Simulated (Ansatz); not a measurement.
# MgFe2Sn2, from a guessed structure to a relaxed one, part 2 of 2

This structure for MgFe2Sn2 is made up. Its elements were placed in a known structure type with a cell scaled to their sizes. What cell does the guess relax to, and how far off was it?

Ansatz 0.2.0; DFT, PBEsol, plane-wave PAW, files of the set soft_1, scalar-relativistic, ferromagnetic start, cell and ions relaxed at zero pressure; PAW set soft_1 (the session's first sound run).

So far: Set-up; Relaxing cell and atoms. The relaxed cell has a = 3.784, c = 12.840 Å (conventional setting).

### Step 3. Bands of the relaxed cell

A second self-consistent run takes a narrower smearing and the mesh shown in its input; the bands follow along the standard path of the relaxed lattice.

This step: DFT, PBEsol, plane-wave PAW, files of the set soft_1, scalar-relativistic, ferromagnetic start, bands and density of states at the relaxed cell; PAW set soft_1 (Ansatz 0.2.0).

input.yaml reads:

```yaml
crystal:
  lattice:
    - [-1.8919948241, 1.8919948241, 6.4199571816]
    - [1.8919948241, -1.8919948241, 6.4199571816]
    - [1.8919948241, 1.8919948241, -6.4199571816]
  atoms:
    - { symbol: Sn, position: [0.6127352142, 0.6127352142, 0.0] }
    - { symbol: Sn, position: [0.3872647858, 0.3872647858, 0.0] }
    - { symbol: Fe, position: [0.25, 0.75, 0.5], spin: 2.2 }
    - { symbol: Fe, position: [0.75, 0.25, 0.5], spin: 2.2 }
    - { symbol: Mg, position: [0.0, 0.0, 0.0] }
magnetization:
  spin_polarized: true
kpoints:
  mp_grid: { grid: [12, 12, 12] }
  band_path:
    path:
      - [[0.0, 0.0, 0.0], [0.0, 0.0, 0.5], [-0.04342558, 0.04342558, 0.5], [-0.27171279, 0.27171279, 0.27171279], [0.0, 0.0, 0.0], [0.5, 0.5, -0.5], [0.27171279, 0.72828721, -0.27171279], [0.0, 0.5, 0.0], [0.25, 0.25, 0.25], [0.5, 0.5, -0.04342558], [0.5, 0.5, -0.5]]
      - [[0.0, 0.0, 0.5], [0.25, 0.25, 0.25]]
    npoints: 7
scf:
  occupations: { method: fermi_dirac, width: 0.03 }
  n_extra_bands: 12
hamiltonian:
  xc: pbesol
  pseudopotentials: { kind: paw, azcp: { folder: soft_1 }, xc_functional: pbe }
output:
  forces: true
  stress: true
  write_bands: true
  dos: { projected: true }
  write_density: true
  write_potential: true
  elf: true
  volumetric_format: npy
```

Started as:

```sh
> ansatz run input.yaml --threads 4 --pin off --max-ram 8192MiB --backend cpu --events-out ev --progress --plain --runs-dir out
```

Numbers of over 12 decimals in the logs are rounded to 6 here.

Output:

```text
[...]
Crystal: 5 atoms, lattice volume = 91.925 Å³
Basis set: ecut = 420 eV, 1809 PW (Γ), FFT grids on a1−a2, a2, a1+a3, exchange–correlation on 72×96×54 points (8 copies of the dense FFT grid, shifted against one another)
Bands: 47, of which v1, the nominal top of the filled ones, is band 35 counted from 1 (34 counted from 0)
Symmetry: 16 space group operations
[...]
k-points: 163 of 1728
[...]
Starting moments: Σ|m| = 4.4 μB on 2 of 5 sites
[...]
SCF iter  15: F=-22708.309354 eV  HF=-22708.309354 eV  |F-HF|=9.46e-9  |Δ(HF+E_count)|=   5.40e-9  Δρ=2.05e-6 (↑8.11e-7 ↓2.05e-6)  dr2=1.10e-8  dr2_m=3.69e-10  M=4.289 μB ∫|m|=4.833 μB  ethr=1.00e-10  ⟨swp⟩=13.0  Hψ=106696  notcnv=0
SCF 1 converged in 15 iterations: F = -22708.309354 eV  dr2 = 1.10e-8
[...]
NSCF: frozen V_eff on 79 k-points
SCF converged after 15 iterations
Magnetization: 4.2888 μB (37.1444 up, 32.8556 down)
Absolute magnetization: 4.8432 μB (∫|ρ↑−ρ↓|, with the PAW one-centre terms)
[...]
Per-site moments (μB) at R_I (Å): [(-0.041299, 1.066609), (-0.041299, 1.066609), (2.215002, 1.066609), (2.215002, 1.066609), (0.025649, 1.254880)]
Free energy (F): -22708.309354 eV
[...]
Internal energy: -22708.301524 eV  (E = F + TS)
E sigma→0 (E₀):  -22708.305439 eV
Entropy (-TS):   -0.007831 eV (-1.566 meV/atom)
Fermi energy:    12.696698 eV
[...]
--- Forces (eV/Å), atoms counted from 1 ---
  atom   1  Sn    -0.00000000     0.00000000     0.03635467
  atom   2  Sn    -0.00000000     0.00000000    -0.03635467
  atom   3  Fe    -0.00000000     0.00000000     0.00000000
  atom   4  Fe    -0.00000000     0.00000000     0.00000000
  atom   5  Mg     0.00000000     0.00000000     0.00000000
  max |Σ_I F_I| component: 1.93e-17 eV/Å
--- Stress (GPa, compression-positive) ---
       -0.134809       0.000000      -0.000000
        0.000000      -0.134809      -0.000000
        0.000000       0.000000      -0.053235
  P = ⅓ Tr σ = -0.1076 GPa (-1.076 kbar)
--- Band table (eV; the first three rows and the last of 326) ---
  k-point 0 ↑: bands = [... 31 lower, 10.8661, 10.8661, 11.2774, 12.3771, 13.6511, 13.6511, 14.0447, 14.0447, ... 8 higher]
  k-point 1 ↑: bands = [... 31 lower, 10.7973, 10.9113, 11.2219, 12.0201, 13.1688, 13.2098, 13.2196, 13.5389, ... 8 higher]
  k-point 2 ↑: bands = [... 31 lower, 10.6334, 10.9231, 11.0739, 11.2910, 12.1424, 12.2550, 12.4014, 13.3682, ... 8 higher]
  k-point 162 ↓: bands = [... 31 lower, 12.1050, 12.5144, 13.4375, 13.4375, 13.8437, 14.0533, 14.1760, 15.6480, ... 8 higher]
```

The job ended after 63 s (4 threads of Arm Neoverse V1, shared host; peak memory 1.1 GiB; 3.9 min of CPU time).

This step gave:

```yaml
free_energy: -22708.3094 eV
energy_at_zero_smearing: -22708.3054 eV
smearing_term_ts: 0.007831 eV
fermi_energy: 12.70 eV
magnetization: 4.289 μB
absolute_magnetization: 4.843 μB
site_moments: -0.04130, -0.04130, 2.215, 2.215, 0.02565 μB
pressure: -0.1076 GPa
```

bands.tsv at the labelled points (eV, zero at the Fermi level; the bands that come nearest the Fermi level along the path):

```
point  band_35_up  band_36_up  band_37_up  band_38_up  band_39_up  band_31_dn  band_32_dn  band_33_dn
    Γ        0.95        0.95        1.35        1.35        2.59        0.15        0.15        1.30
    X       -1.61       -1.48       -0.80        0.22        0.33       -1.44       -1.27        0.42
    Y       -1.61       -1.28       -0.79        0.31        0.33       -1.43       -1.24        0.42
    S       -1.25       -1.22        1.64        1.92        1.98       -0.57       -0.31       -0.01
    Γ        0.95        0.95        1.35        1.35        2.59        0.15        0.15        1.30
    Z       -0.24       -0.24        0.13        2.76        3.47       -0.59       -0.18        0.74
   S1       -1.25       -1.22        1.64        1.92        1.98       -0.57       -0.31       -0.01
    N       -1.88       -0.23        0.14        2.08        3.98       -0.48       -0.42       -0.22
    P       -1.61       -1.61       -0.22        0.00        0.00       -1.32       -1.32        0.43
   Y1       -1.61       -1.28       -0.79        0.31        0.33       -1.43       -1.24        0.42
    Z       -0.24       -0.24        0.13        2.76        3.47       -0.59       -0.18        0.74
    X       -1.61       -1.48       -0.80        0.22        0.33       -1.44       -1.27        0.42
    P       -1.61       -1.61       -0.22        0.00        0.00       -1.32       -1.32        0.43
```

Spin density in the ab plane of the cell as run, not the conventional one, at fractional z = 0.000, with atoms of Sn and Mg within 0.2 Å of it.

Values in units of 1e-2 e/Å³, 10 rows by 16 columns, each cell a mean:
```
 0.2  0.1  0.1 -0.1 -0.5 -0.8 -0.9 -0.9 -0.7 -0.4 -0.5 -0.7 -0.7 -0.5 -0.2  0.1
-0.1  0.2  0.4  0.4  0.1 -0.5 -1.1 -1.4 -1.3 -0.9 -0.8 -1.0 -1.1 -0.9 -0.6 -0.4
-0.6 -0.4  0.0  0.3  0.3  0.0 -0.4 -0.5 -0.5 -0.7 -1.0 -1.4 -1.4 -1.1 -0.8 -0.6
-0.7 -0.9 -0.9 -0.5 -0.1  0.0  0.0 -0.1  0.1 -0.2 -0.2 -0.7 -1.2 -0.9 -0.5 -0.4
-0.7 -0.9 -1.4 -1.1 -0.4 -0.1  0.0 -0.1  0.0  0.1  0.0 -0.2 -0.9 -1.2 -0.7 -0.6
-0.6 -0.5 -0.9 -1.2 -0.4 -0.2  0.1  0.1 -0.1 -0.1  0.0 -0.2 -0.7 -1.3 -1.2 -0.7
-0.6 -0.5 -0.8 -1.2 -1.2 -0.5 -0.3 -0.1  0.0 -0.1  0.1  0.1 -0.1 -0.6 -0.8 -0.8
-0.6 -0.7 -1.0 -1.3 -1.4 -1.2 -1.0 -0.8 -0.7 -0.7 -0.2  0.2  0.4  0.3 -0.1 -0.4
-0.2 -0.4 -0.7 -0.9 -1.0 -0.8 -0.7 -1.0 -1.3 -1.3 -0.9 -0.3  0.2  0.4  0.3  0.1
 0.3  0.0 -0.3 -0.5 -0.7 -0.6 -0.4 -0.6 -0.8 -0.7 -0.8 -0.7 -0.3  0.0  0.1  0.2
```
Columns run along a (7.0 Å), rows up along b (7.0 Å). Atoms in or near the plane, at fractional coordinates: Sn at (0.61, 0.61), Sn at (0.39, 0.39), Mg at (0.00, 0.00).

ELF in the ab plane of the cell as run, not the conventional one, at fractional z = 0.000, with atoms of Sn and Mg within 0.2 Å of it. It is the smooth field of the valence electrons, not physical close to the nuclei.

Values, 10 rows by 16 columns, each cell a mean:
```
0.23 0.30 0.14 0.17 0.35 0.39 0.41 0.41 0.38 0.35 0.30 0.25 0.20 0.15 0.09 0.19
0.12 0.15 0.11 0.13 0.39 0.45 0.38 0.36 0.38 0.38 0.33 0.28 0.23 0.18 0.16 0.14
0.29 0.34 0.34 0.35 0.43 0.46 0.35 0.24 0.15 0.19 0.29 0.34 0.32 0.26 0.22 0.22
0.35 0.43 0.42 0.40 0.41 0.45 0.43 0.30 0.10 0.01 0.05 0.21 0.34 0.34 0.31 0.31
0.37 0.43 0.40 0.29 0.22 0.23 0.34 0.42 0.33 0.16 0.05 0.07 0.25 0.38 0.39 0.36
0.36 0.36 0.39 0.33 0.15 0.02 0.05 0.20 0.38 0.42 0.33 0.27 0.29 0.36 0.44 0.40
0.30 0.29 0.31 0.35 0.31 0.16 0.03 0.03 0.20 0.36 0.47 0.45 0.43 0.43 0.43 0.38
0.22 0.20 0.22 0.28 0.33 0.34 0.29 0.22 0.23 0.31 0.42 0.45 0.32 0.25 0.26 0.27
0.11 0.13 0.16 0.19 0.25 0.30 0.36 0.39 0.40 0.40 0.43 0.44 0.22 0.09 0.19 0.17
0.23 0.16 0.10 0.19 0.24 0.29 0.34 0.36 0.39 0.39 0.38 0.34 0.26 0.09 0.25 0.24
```
Columns run along a (7.0 Å), rows up along b (7.0 Å). Atoms in or near the plane, at fractional coordinates: Sn at (0.61, 0.61), Sn at (0.39, 0.39), Mg at (0.00, 0.00).

Valence density in the ab plane of the cell as run, not the conventional one, at fractional z = 0.000, with atoms of Sn and Mg within 0.2 Å of it. It is the smooth field of the valence electrons, not physical close to the nuclei.

Ten steps, logarithmic in the rise over the least value, from '_' (0 e/Å³) to '@' (22 e/Å³), each cell a mean:
```
@@%%==__________........__________..##
**##++__________........____________..
__::::________..........______________
____________....::::::....____________
____________....--++++--::..__________
______________..--**####==::..________
______..........::++##%%##==::..______
........::::......--**%%%%##--........
......::--====::....--**####++::......
......::==****++--....--++**++::......
........--**%%%%**--....::----::......
__......::==##%%%%++::............____
________..::++##%%**==....__....______
__________..::==****==::..____________
____________..::--==--::..____________
______________....::::....____________
..____________..........________::++==
**..__________..........________::##%%
@@**..__________........__________**@@
```
Columns run along a (7.0 Å), rows up along b (7.0 Å). Atoms in or near the plane, at fractional coordinates: Sn at (0.61, 0.61), Sn at (0.39, 0.39), Mg at (0.00, 0.00).

### Step 4. Outcome

| Property | Result |
| --- | --- |
| space group, relaxed | I4/mmm |
| conventional cell | a = 3.784, b = 3.784, c = 12.840 Å; α = 90.0°, β = 90.0°, γ = 90.0° |
| volume per atom | 18.38 Å³ (guess 17.26) |
| total moment | 4.35 μB in the cell of 5 atoms |

MgFe2Sn2 relaxes to I4/mmm with a = 3.784, b = 3.784 and c = 12.840 Å. The guessed volume was 6 % too small. The space group I4/mmm was held in the relaxation, so the end point is a stationary structure within it and may be a saddle against distortions or other arrangements. The input starts from parallel moments, and no other start was typed. Bands cross the Fermi level, so it is a metal or semimetal at this level. On the 12×12×12 mesh with the narrower smearing (relaxed on 9×9×9) the largest force component is 0.036 eV/Å and the largest stress component is 0.135 GPa, against the relaxation's thresholds of 0.015 eV/Å and 0.05 GPa. The cutoff wasn't tested. A vector of the cell changed its length by 14 %, more than the volume shows. No dispersion term is used, so weakly bound directions may come out too long. Nothing here tests whether the compound is stable against decomposition.

[Logs are printed without paths, hosts, clocks, repeated set-up lines and the standing remarks that a program may print on its own settings, such as how far it seeks lower states.]

[Hosts, paths, dates, database ids (printed as entryN), source tags and the programs' standing remarks are cut or masked in the printed files.]
